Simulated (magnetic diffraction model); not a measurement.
**Pr₂Nb₄Ni: what an assumed order does to the neutron pattern**

Space group P-4m2 (no. 115), a = 4.0700 Å, c = 8.7790 Å.

| site | atom | x | y | z |
| --- | --- | --- | --- | --- |
| 2g | Pr | 0 | 1/2 | 0.7607 |
| 2g | Nb | 0 | 1/2 | 0.1245 |
| 1d | Nb | 0 | 0 | 1/2 |
| 1c | Nb | 1/2 | 1/2 | 1/2 |
| 1b | Ni | 1/2 | 1/2 | 0 |

The compound is invented for this exercise: a known structure type with other elements, its cell scaled to their sizes and not relaxed.

Only Pr is taken to order (form factors of Pr3+); orders and moment sizes are assumed, and not adapted to the symmetry. Radiation: neutrons of λ = 2.52 Å, 8° to 80°; isotropic B of 0.17 Å² (Pr), 0.16 Å² (Nb) and 0.17 Å² (Ni). Simulated constant-wavelength pattern: nuclear and magnetic terms add, the magnetic one as |2.695 fm × Σ f S⊥ exp(2πi Q·r) exp(−B s²)|², summed over all Q at one angle with the factor 1/(sin²θ cos θ). For collinear order S is the moment m, which repeats by lattice and centring translations R with the sign exp(−2πi k·R). Free-ion form factors, Sears's scattering lengths of 1992, no absorption; a label names one of the reflections at its angle. The strongest nuclear line in the range is 100, and lines under 0.2 are left out.

Assume the order k = (1/2 0 1/2), collinear moments along [010], 2.7 μB on Pr; signs + at (0, 1/2, 0.7607), + at (1/2, 0, 0.2393).

Predict the pattern, nuclear and magnetic parts apart.

```tsv
2θ (°)	index	nuclear	magnetic
16.50	(0 0 1)	12.1	0.0
19.65	(1/2 0 1/2)	0.0	38.0
30.75	(1/2 0 3/2)	0.0	15.4
33.36	(0 0 2)	15.9	0.0
36.07	(1 0 0)	12.3	0.0
39.90	(1 0 1)	20.6	0.0
41.40	(1/2 1 -1/2)	0.0	3.9
46.01	(1/2 0 5/2)	0.0	6.8
48.11	(1/2 1 3/2)	0.0	5.3
49.95	(1 0 2)	35.4	0.0
51.01	(0 0 3)	7.6	0.0
54.87	(1 1 1)	23.2	0.0
56.05	(3/2 0 -1/2)	0.0	4.6
59.81	(1/2 1 5/2)	0.0	5.0
61.57	(3/2 0 3/2)	0.0	3.8
63.14	(1 1 2)	100.0	0.0
63.42	(1/2 0 7/2)	0.0	3.6
64.05	(1 0 3)	41.1	0.0
68.49	(3/2 1 1/2)	0.0	4.3
70.07	(0 0 4)	7.1	0.0
71.87	(3/2 0 5/2)	0.0	2.8
73.48	(3/2 1 3/2)	0.0	4.0
75.18	(1/2 1 7/2)	0.0	3.9
75.77	(1 1 3)	4.4	0.0
76.51	(2 0 0)	78.6	0.0
78.93	(2 0 1)	3.1	0.0
79.92	(1/2 2 1/2)	0.0	0.3
```

The strongest magnetic line in the range is (1/2 0 1/2) at 19.65° (38.0). On top of the Lorentz factor, which all lines share, magnetic lines fade with angle because f falls: for Pr3+ it is 0.97, 0.88, 0.76 and 0.50 at sin θ/λ = 0.1, 0.2, 0.3 and 0.5 Å⁻¹, while nuclear lengths stay constant. The order has no net moment.

[Logs are printed without paths, hosts, clocks, repeated set-up lines and the standing remarks that a program may print on its own settings, such as how far it seeks lower states.]
